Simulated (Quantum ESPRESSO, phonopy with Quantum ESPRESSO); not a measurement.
# BP (F-43m): a volume series of phonon spectra, part 7 of 9

Aim: how the vibrations of BP shift with volume, and the expansion that follows.

Measurements to reproduce:
- volume expansion coefficient 9.6 1e-6/K near room temperature (given in “Thermal expansion coefficients of high thermal conducting BAs and BP materials (three times its linear coefficient)”, 2019, arxiv:1906.04101)

Quantum ESPRESSO 7.5; DFT PBE+D3(BJ), scalar-relativistic, plane waves, GBRV ultrasoft pseudopotentials.

So far. Step 14 (Phonons, V/V0 1.015): The time given is that of the 2 pw.x runs on displaced cells behind this step. Step 15 (Ground state at this cell, V/V0 0.985): The run ends at a pressure of 2.64 GPa.

## Step 16: Ph0.985 field d3hess

File d3hess.in:

```
 &input
    prefix='x',
    outdir='./tmp',
    step=0.001,
 /
```

Run with:

```console
$ d3hess.x -in d3hess.in > d3hess.out
```

The log of the run:

```text
[banner, memory and clock lines left out]
Program d3hess v.7.5

     ./tmp/x.save/

     IMPORTANT: XC functional enforced from input :
     Exchange-correlation= PBE
                           (   1   4   3   4   0   0   0)
     Any further DFT definition will be discarded
     Please, verify this is what you really want

     G-vector sticks info

     Differentiation step:           0.001000000000
     DFT-D3 version:    4
     DFT-D3 threebody: F
     Using a general (and memory consuming) algorithm for any q

 |G(force)| =   1.0198521926882380E-002  supercell gradient
[...]
|H(unit cell)| =   2.1202078466734293E-007
[...]
|H(unit cell)| =   2.1202078467006344E-007
     Displacement step:    2   3  -1

 |G(force)| =   1.0199297253423839E-002  supercell gradient
 |G(force)| =   1.1272693969637190E-007  supercell gradient for atoms in the unit cell
 |G(force)| =   1.1272693969637190E-007  unit cell gradient
     Displacement step:    2   3   1

 |G(force)| =   1.0197944462382615E-002  supercell gradient
 |G(force)| =   1.0605611825211356E-007  supercell gradient for atoms in the unit cell
 |G(force)| =   1.0605611825211356E-007  unit cell gradient
 |H(unit cell)| =   2.1202078467194486E-007

     Writing Hessian on file: ./tmp/x.hess
```

Run time: 2.1 s. Hardware: 1 thread of Arm Neoverse V2, shared host.

## Step 17: Born charges and dielectric tensor

In a polar crystal the Born charges and ε∞ give the long-range dipole term that a finite supercell misses. They are those of this k-mesh and were not tested on a denser one; where the gap is small they converge slowly, and the LO modes with them.

File ph.in:

```
phonons
 &inputph
    prefix='x',
    outdir='./tmp',
    fildyn='x.dyn',
    tr2_ph=1.0d-18,
    epsil=.true.,
 /
0.000000000 0.000000000 0.000000000
```

File scf.in:

```
 &control
    calculation='scf',
    prefix='x',
    outdir='./tmp',
    pseudo_dir='./pseudo',
    tprnfor=.true.,
    tstress=.true.,
 /
 &system
    ibrav=0,
    nat=2,
    ntyp=2,
    ecutwfc=40.0,
    ecutrho=240.0,
    occupations='fixed',
    nbnd=6,
    vdw_corr='grimme-d3',
    dftd3_version=4,
    dftd3_threebody=.false.,
 /
 &electrons
    conv_thr=1.0d-12,
    mixing_beta=0.7,
    electron_maxstep=100,
 /
ATOMIC_SPECIES
 B      10.8100  B.upf
 P      30.9738  P.upf
CELL_PARAMETERS angstrom
     0.000000000    2.241411113    2.241411113
     2.241411113    0.000000000    2.241411113
     2.241411113    2.241411113    0.000000000
ATOMIC_POSITIONS crystal
 B      0.000000000   0.000000000   0.000000000
 P      0.250000000   0.250000000   0.250000000
K_POINTS automatic
 12 12 12 0 0 0
```

Run with:

```console
$ OMP_NUM_THREADS=1 mpirun -n 8 ph.x -nk 8 -in ph.in > ph.out
```

The log of the run:

```text
[banner, memory and clock lines left out]
Program PHONON v.7.5

     ./tmp/x.save/

     IMPORTANT: XC functional enforced from input :
     Exchange-correlation= PBE
                           (   1   4   3   4   0   0   0)
     Any further DFT definition will be discarded
     Please, verify this is what you really want

     G-vector sticks info

     Reading collected, re-writing distributed wavefunctions in ./tmp/

     Number and degeneracy of irreps per q-point
       N         xq(1)         xq(2)         xq(3)   N irreps
[...]
freq (    1) =       0.583066 [THz] =      19.448978 [cm-1]
     freq (    2) =       0.583066 [THz] =      19.448978 [cm-1]
     freq (    3) =       0.583066 [THz] =      19.448978 [cm-1]
     freq (    4) =      25.026507 [THz] =     834.794400 [cm-1]
     freq (    5) =      25.026507 [THz] =     834.794400 [cm-1]
     freq (    6) =      25.026507 [THz] =     834.794400 [cm-1]
 **************************************************************************

     Mode symmetry, T_d (-43m)  point group:

     freq (   1-   3) =         19.4  [cm-1]   --> T_2  G_15 P_4   I+R
     freq (   4-   6) =        834.8  [cm-1]   --> T_2  G_15 P_4   I+R
```

Run time: 15 s. Hardware: 8 MPI ranks.

ε∞:

```
9.16 0.00 0.00
0.00 9.16 0.00
0.00 0.00 9.16
```

The Born charges sum to zero within 0.0023 e; the rest is removed before use. Acoustic frequencies in this log differ from zero by the error of the sum rule, which ph.x does not impose.

## Step 18: A displaced supercell

One atom (for the harmonic constants) or a pair of atoms (for the cubic ones) is moved by a few hundredths of an ångström; the forces on all atoms give a column of force constants. The threshold is tight because the forces are small.

System of this step: BP. The cell holds 54 atoms: 27 B and 27 P. Its edges and angles: a = 9.510 Å, b = 9.510 Å, c = 9.510 Å, α = 60.0°, β = 60.0°, γ = 60.0°. It derives from BP, repeated 3×3×3.

File disp-00001.in:

```
 &control
    calculation='scf',
    prefix='x',
    outdir='./tmp',
    pseudo_dir='./pseudo',
    tprnfor=.true.,
    disk_io='none',
 /
 &system
    ibrav=0,
    nat=54,
    ntyp=2,
    ecutwfc=40.0,
    ecutrho=240.0,
    occupations='fixed',
    nbnd=110,
    vdw_corr='grimme-d3',
    dftd3_version=4,
    dftd3_threebody=.false.,
 /
 &electrons
    conv_thr=1.0d-11,
    mixing_beta=0.7,
    electron_maxstep=100,
 /
ATOMIC_SPECIES
 B      10.8100  B.upf
 P      30.9738  P.upf
CELL_PARAMETERS angstrom
     0.000000000    6.724233338    6.724233338
     6.724233338    0.000000000    6.724233338
     6.724233338    6.724233338    0.000000000
ATOMIC_POSITIONS crystal
 B      0.002103160   0.000000000   0.000000000
 B      0.333333333   0.000000000   0.000000000
 B      0.666666667   0.000000000   0.000000000
 B      0.000000000   0.333333333   0.000000000
 B      0.333333333   0.333333333   0.000000000
 B      0.666666667   0.333333333   0.000000000
 B      0.000000000   0.666666667   0.000000000
 B      0.333333333   0.666666667   0.000000000
 B      0.666666667   0.666666667   0.000000000
 B      0.000000000   0.000000000   0.333333333
 B      0.333333333   0.000000000   0.333333333
 B      0.666666667   0.000000000   0.333333333
 B      0.000000000   0.333333333   0.333333333
 B      0.333333333   0.333333333   0.333333333
 B      0.666666667   0.333333333   0.333333333
 B      0.000000000   0.666666667   0.333333333
 B      0.333333333   0.666666667   0.333333333
 B      0.666666667   0.666666667   0.333333333
 B      0.000000000   0.000000000   0.666666667
 B      0.333333333   0.000000000   0.666666667
 B      0.666666667   0.000000000   0.666666667
 B      0.000000000   0.333333333   0.666666667
 B      0.333333333   0.333333333   0.666666667
 B      0.666666667   0.333333333   0.666666667
 B      0.000000000   0.666666667   0.666666667
 B      0.333333333   0.666666667   0.666666667
 B      0.666666667   0.666666667   0.666666667
 P      0.083333333   0.083333333   0.083333333
 P      0.416666667   0.083333333   0.083333333
 P      0.750000000   0.083333333   0.083333333
 P      0.083333333   0.416666667   0.083333333
 P      0.416666667   0.416666667   0.083333333
 P      0.750000000   0.416666667   0.083333333
 P      0.083333333   0.750000000   0.083333333
 P      0.416666667   0.750000000   0.083333333
 P      0.750000000   0.750000000   0.083333333
 P      0.083333333   0.083333333   0.416666667
 P      0.416666667   0.083333333   0.416666667
 P      0.750000000   0.083333333   0.416666667
 P      0.083333333   0.416666667   0.416666667
 P      0.416666667   0.416666667   0.416666667
 P      0.750000000   0.416666667   0.416666667
 P      0.083333333   0.750000000   0.416666667
 P      0.416666667   0.750000000   0.416666667
 P      0.750000000   0.750000000   0.416666667
 P      0.083333333   0.083333333   0.750000000
 P      0.416666667   0.083333333   0.750000000
 P      0.750000000   0.083333333   0.750000000
 P      0.083333333   0.416666667   0.750000000
 P      0.416666667   0.416666667   0.750000000
 P      0.750000000   0.416666667   0.750000000
 P      0.083333333   0.750000000   0.750000000
 P      0.416666667   0.750000000   0.750000000
 P      0.750000000   0.750000000   0.750000000
K_POINTS automatic
 3 3 3 0 0 0
```

Run with:

```console
$ OMP_NUM_THREADS=1 mpirun -n 4 pw.x -nk 4 -in disp-00001.in > disp-00001.out
```

The log of the run:

```text
[banner, memory and clock lines left out]
Program PWSCF v.7.5

     Message from routine setup:
     using ibrav=0 with symmetry is DISCOURAGED, use correct ibrav instead

     G-vector sticks info

     bravais-lattice index     =            0
     lattice parameter (alat)  =      17.9704  a.u.
     unit-cell volume          =    4103.5046 (a.u.)^3
     number of atoms/cell      =           54
     number of atomic types    =            2
     number of electrons       =       216.00
[...]
atom    1 type  1   force =    -0.00044965   -0.01159060   -0.01159060
     atom    2 type  1   force =     0.00030496    0.00042613    0.00042613
     atom    3 type  1   force =    -0.00030239    0.00040872    0.00040872
[...]
atom   53 type  2   force =     0.00009272   -0.00002101   -0.00002101
     atom   54 type  2   force =     0.00000007   -0.00002316   -0.00002316

     Total force =     0.019247     Total SCF correction =     0.000005
     Message from routine punch:
     Nothing written, as per user request (disk_io='none')
[key lines of the parts left out:]
!    total energy              =    -594.57070278 Ry
convergence has been achieved in  16 iterations
```

It took 11 min on 4 MPI ranks.

## Step 19: Lattice dynamics at this volume, V/V0 0.985

This step: DFT PBE+D3(BJ), scalar-relativistic, plane waves, GBRV ultrasoft pseudopotentials (phonopy with Quantum ESPRESSO 4.10.0 / 7.5).

Run time: 11 min. Hardware: 8 threads.

No mode is imaginary beyond numerical noise along the path. The highest zone-centre mode (no LO–TO term) moved by +1.5 % for a volume change of -1.5 %.

The time given is that of the 2 pw.x runs on displaced cells behind this step.

## Step 20: Self-consistent run, V/V0 1.03

A tight ground state at this cell gives the energy of this member; its pressure is the stress at this cutoff, which can carry an offset from the finite basis.

This step: DFT PBE+D3(BJ), scalar-relativistic, plane waves, GBRV ultrasoft pseudopotentials (Quantum ESPRESSO 7.5).

System of this step: BP. The structure is cubic, space group F-43m (No. 216). Conventional cell: a = 4.550 Å, b = 4.550 Å, c = 4.550 Å, α = 90.00°, β = 90.00°, γ = 90.00°. Nearest to B lie 4 P at 1.97 Å. Nearest to P lie 4 B at 1.97 Å. Farther neighbours are not listed.

Edit scf.in of step 17 so:

```diff
@@ -29,5 +29,5 @@
 CELL_PARAMETERS angstrom
-     0.000000000    2.241411113    2.241411113
-     2.241411113    0.000000000    2.241411113
-     2.241411113    2.241411113    0.000000000
+     0.000000000    2.275037287    2.275037287
+     2.275037287    0.000000000    2.275037287
+     2.275037287    2.275037287    0.000000000
 ATOMIC_POSITIONS crystal
```

Run with:

```console
$ OMP_NUM_THREADS=1 mpirun -n 8 pw.x -nk 8 -in scf.in > scf.out
```

The log of the run:

```text
[banner, memory and clock lines left out]
Program PWSCF v.7.5

     Message from routine setup:
     using ibrav=0 with symmetry is DISCOURAGED, use correct ibrav instead

     G-vector sticks info

     bravais-lattice index     =            0
     lattice parameter (alat)  =       6.0800  a.u.
     unit-cell volume          =     158.9250 (a.u.)^3
     number of atoms/cell      =            2
     number of atomic types    =            2
     number of electrons       =         8.00
[...]
atom    2 type  2   force =    -0.00000000   -0.00000000   -0.00000000

     Total force =     0.000000     Total SCF correction =     0.000000

     Computing stress (Cartesian axis) and pressure

          total   stress  (Ry/bohr**3)                   (kbar)     P=      -47.60
[...]
-0.00000000  -0.00032355  -0.00000000           -0.00      -47.60       -0.00
  -0.00000000  -0.00000000  -0.00032355           -0.00       -0.00      -47.60

     XML data file, charge density, pseudopotentials, collected wavefunctions
[key lines of the parts left out:]
!    total energy              =     -22.02065898 Ry
convergence has been achieved in  10 iterations
```

Run time: 1.8 s. Hardware: 8 MPI ranks; 14 s of CPU time.

The run ends at a pressure of -4.76 GPa.

## Step 21: Ph1.030 field d3hess

d3hess.in is that of step 16.

Run with:

```console
$ d3hess.x -in d3hess.in > d3hess.out
```

The log of the run:

```text
[banner, memory and clock lines left out]
Program d3hess v.7.5

     ./tmp/x.save/

     IMPORTANT: XC functional enforced from input :
     Exchange-correlation= PBE
                           (   1   4   3   4   0   0   0)
     Any further DFT definition will be discarded
     Please, verify this is what you really want

     G-vector sticks info

     Differentiation step:           0.001000000000
     DFT-D3 version:    4
     DFT-D3 threebody: F
     Using a general (and memory consuming) algorithm for any q

 |G(force)| =   9.8987168960188703E-003  supercell gradient
[...]
|H(unit cell)| =   1.8186977139279352E-007
[...]
|H(unit cell)| =   1.8186977138751534E-007
     Displacement step:    2   3  -1

 |G(force)| =   9.8993932186032547E-003  supercell gradient
 |G(force)| =   9.7212419397853965E-008  supercell gradient for atoms in the unit cell
 |G(force)| =   9.7212419397853965E-008  unit cell gradient
     Displacement step:    2   3   1

 |G(force)| =   9.8982101814540143E-003  supercell gradient
 |G(force)| =   9.1011480242990791E-008  supercell gradient for atoms in the unit cell
 |G(force)| =   9.1011480242990791E-008  unit cell gradient
 |H(unit cell)| =   1.8186977139209530E-007

     Writing Hessian on file: ./tmp/x.hess
```

Wall time 2.1 s (1 thread).

## Step 22: Zone-centre response

In a polar crystal the Born charges and ε∞ give the long-range dipole term that a finite supercell misses. They are those of this k-mesh and were not tested on a denser one; where the gap is small they converge slowly, and the LO modes with them.

ph.in is that of step 17.

scf.in is that of step 20.

Run with:

```console
$ OMP_NUM_THREADS=1 mpirun -n 8 ph.x -nk 8 -in ph.in > ph.out
```

The log of the run:

```text
[banner, memory and clock lines left out]
Program PHONON v.7.5

     ./tmp/x.save/

     IMPORTANT: XC functional enforced from input :
     Exchange-correlation= PBE
                           (   1   4   3   4   0   0   0)
     Any further DFT definition will be discarded
     Please, verify this is what you really want

     G-vector sticks info

     Reading collected, re-writing distributed wavefunctions in ./tmp/

     Number and degeneracy of irreps per q-point
       N         xq(1)         xq(2)         xq(3)   N irreps
[...]
freq (    1) =       0.671024 [THz] =      22.382962 [cm-1]
     freq (    2) =       0.671024 [THz] =      22.382962 [cm-1]
     freq (    3) =       0.671024 [THz] =      22.382962 [cm-1]
     freq (    4) =      23.938822 [THz] =     798.513146 [cm-1]
     freq (    5) =      23.938822 [THz] =     798.513146 [cm-1]
     freq (    6) =      23.938822 [THz] =     798.513146 [cm-1]
 **************************************************************************

     Mode symmetry, T_d (-43m)  point group:

     freq (   1-   3) =         22.4  [cm-1]   --> T_2  G_15 P_4   I+R
     freq (   4-   6) =        798.5  [cm-1]   --> T_2  G_15 P_4   I+R
```

Wall time 15 s (8 MPI ranks); 2 min of CPU time.

The Born charges sum to zero within 0.0021 e; the rest is removed before use. Acoustic frequencies in this log differ from zero by the error of the sum rule, which ph.x does not impose.

## Step 23: Forces on a displaced cell

One atom (for the harmonic constants) or a pair of atoms (for the cubic ones) is moved by a few hundredths of an ångström; the forces on all atoms give a column of force constants. The threshold is tight because the forces are small.

System of this step: BP. The cell holds 54 atoms: 27 B and 27 P. Cell: a = 9.652 Å, b = 9.652 Å, c = 9.652 Å, α = 60.0°, β = 60.0°, γ = 60.0°. It derives from BP, repeated 3×3×3.

Edit disp-00001.in of step 18 so:

```diff
@@ -29,7 +29,7 @@
 CELL_PARAMETERS angstrom
-     0.000000000    6.724233338    6.724233338
-     6.724233338    0.000000000    6.724233338
-     6.724233338    6.724233338    0.000000000
+     0.000000000    6.825111860    6.825111860
+     6.825111860    0.000000000    6.825111860
+     6.825111860    6.825111860    0.000000000
 ATOMIC_POSITIONS crystal
- B      0.002103160   0.000000000   0.000000000
+ B      0.002072074   0.000000000   0.000000000
  B      0.333333333   0.000000000   0.000000000
```

Run with:

```console
$ OMP_NUM_THREADS=1 mpirun -n 4 pw.x -nk 4 -in disp-00001.in > disp-00001.out
```

The log of the run:

```text
[banner, memory and clock lines left out]
Program PWSCF v.7.5

     Message from routine setup:
     using ibrav=0 with symmetry is DISCOURAGED, use correct ibrav instead

     G-vector sticks info

     bravais-lattice index     =            0
     lattice parameter (alat)  =      18.2399  a.u.
     unit-cell volume          =    4290.9743 (a.u.)^3
     number of atoms/cell      =           54
     number of atomic types    =            2
     number of electrons       =       216.00
[...]
atom    1 type  1   force =    -0.00040006   -0.01046023   -0.01046023
     atom    2 type  1   force =     0.00027620    0.00037635    0.00037635
     atom    3 type  1   force =    -0.00027301    0.00036030    0.00036030
[...]
atom   53 type  2   force =     0.00008414   -0.00001750   -0.00001750
     atom   54 type  2   force =     0.00000020   -0.00002239   -0.00002239

     Total force =     0.017259     Total SCF correction =     0.000003
     Message from routine punch:
     Nothing written, as per user request (disk_io='none')
[key lines of the parts left out:]
!    total energy              =    -594.55602686 Ry
convergence has been achieved in  17 iterations
```

Run time: 12 min. Hardware: 4 MPI ranks.

## Step 24: Phonons, V/V0 1.03

This step: DFT PBE+D3(BJ), scalar-relativistic, plane waves, GBRV ultrasoft pseudopotentials (phonopy with Quantum ESPRESSO 4.10.0 / 7.5).

The job ended after 12 min (8 threads).

Phonopy, LO-TO term from ph.x's tensors. Phonon branches along the path, in cm⁻¹:

| point | branch 1 | branch 2 | branch 3 | branch 4 | branch 5 | branch 6 |
| --- | --- | --- | --- | --- | --- | --- |
| Γ | 0 | 0 | 0 | 798 | 798 | 802 |
| halfway | 238 | 238 | 362 | 747 | 747 | 800 |
| X | 312 | 312 | 521 | 685 | 685 | 777 |
| halfway | 311 | 341 | 507 | 680 | 689 | 776 |
| U | 305 | 398 | 471 | 668 | 700 | 776 |
| jump to K | 305 | 398 | 471 | 668 | 700 | 776 |
| halfway | 212 | 269 | 368 | 752 | 762 | 781 |
| Γ | 0 | 0 | 0 | 798 | 798 | 802 |
| halfway | 177 | 177 | 346 | 773 | 773 | 785 |
| L | 226 | 226 | 499 | 751 | 751 | 751 |
| halfway | 283 | 345 | 474 | 692 | 726 | 773 |
| W | 351 | 401 | 446 | 675 | 690 | 772 |
| halfway | 332 | 346 | 494 | 681 | 688 | 774 |
| X | 312 | 312 | 521 | 685 | 685 | 777 |

The phonon branches as a text plot (rows in cm⁻¹):

```
    787 |**************************************      ************
    753 |    ***              ***            ********
    720 |       ***        *****                    *****
    686 |          ***********                        ***********
    653 |                 *
    619 |
    586 |
    552 |
    519 |          *****                                      ***
    485 |         *     ***                     *******      *
    452 |                  *                   *       ******
    418 |       **         *****             **          *
    385 |                ** **                         ** ***
    352 |     **       **       *           *         *  *****
    318 |          ********   ** **                  * **    ****
    285 |    *  ***        ***  *          *          *
    251 |     **              **                  ****
    218 |                       *****          *****
    184 |  ***                   **      ** ***
    151 |                          **      *
    117 |  **                      ***   **
     84 | *                          *  *
     50 |                            *  *
     17 |*                            **
         Γ           X  U|K            Γ         L        W     X
```

No mode is imaginary beyond numerical noise along the path. The highest zone-centre mode (no LO–TO term) moved by -2.9 % for a volume change of +3.0 %.

The time given is that of the 2 pw.x runs on displaced cells behind this step.

(Part 7 of 9 ends here.)

[Logs are printed without paths, hosts, clocks, repeated set-up lines and the standing remarks that a program may print on its own settings, such as how far it seeks lower states.]

[Hosts, paths, dates, database ids (printed as entryN), source tags and the programs' standing remarks are cut or masked in the printed files.]

[A step with changed settings may run another functional than the one named; its input shows which.]

[Of the runs on displaced cells, only some may be shown.]
